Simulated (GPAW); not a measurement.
# Surface energy and work function of V(110) from slabs of 3 to 12 layers (LDA)

How do energy and work function of V(110) films settle with thickness, and what surface energy follows?

Set-up. GPAW 26.7.0, plane waves at 450 eV with PAW setups; symmetric 1×1 slabs cut at the tabulated lattice constant (two decimals; low-temperature values for the alkali metals), atoms at bulk places, 7.5 Å of vacuum on each side, one in-plane mesh for all thicknesses, Fermi-Dirac smearing of 0.1 eV. Energies are extrapolated to zero smearing and count from the program's reference atoms. Functional LDA. The cell's area is 6.449 Å².

What came out, but for one run:

```tsv
layers	energy (eV)	work function (eV)
3	−26.0649	5.00
4	−35.5600	5.00
5	−45.0356	4.98
6	−54.5153	4.98
7	−63.9997	4.99
8	−73.4854	4.99
9	−82.9683	4.99
10	−92.4505	4.99
11	−101.9344	4.98
12	?	?
```

**Question.** What surface energy do these runs give, and what energy and work function should the 12-layer slab have?

**Working.** A slab of n layers has E(n) = nε + 2Aγ once its middle is bulk-like. A line through n = 6 to 11 has the slope ε = −9.4837 eV a layer and the intercept 2Aγ = 2.3862 eV (r.m.s. residual 0.9 meV). So γ = 2.3862 / (2 × 6.449 Å²) = 0.1850 eV/Å² = 2.96 J/m², with a standard error of under 0.01 J/m² from the scatter about the line. For 12 layers: 2.3862 + 12 × (−9.4837) = −111.419 eV; the run gives −111.418 eV, 0.7 meV over the line. The work function has no such law: from 6 to 11 layers it moves between 4.98 and 4.99 eV (mean 4.99), and the 12-layer slab gives 4.99 eV. The thinnest slab, 3 layers, lies +0.01 eV from that mean.

Caveats: The surfaces are unrelaxed, so γ is an upper bound for this functional and lattice constant. The tabulated lattice constant isn't the functional's own, which strains the slab a little. The runs had no spin polarisation.

[Logs are printed without paths, hosts, clocks, repeated set-up lines and the standing remarks that a program may print on its own settings, such as how far it seeks lower states.]
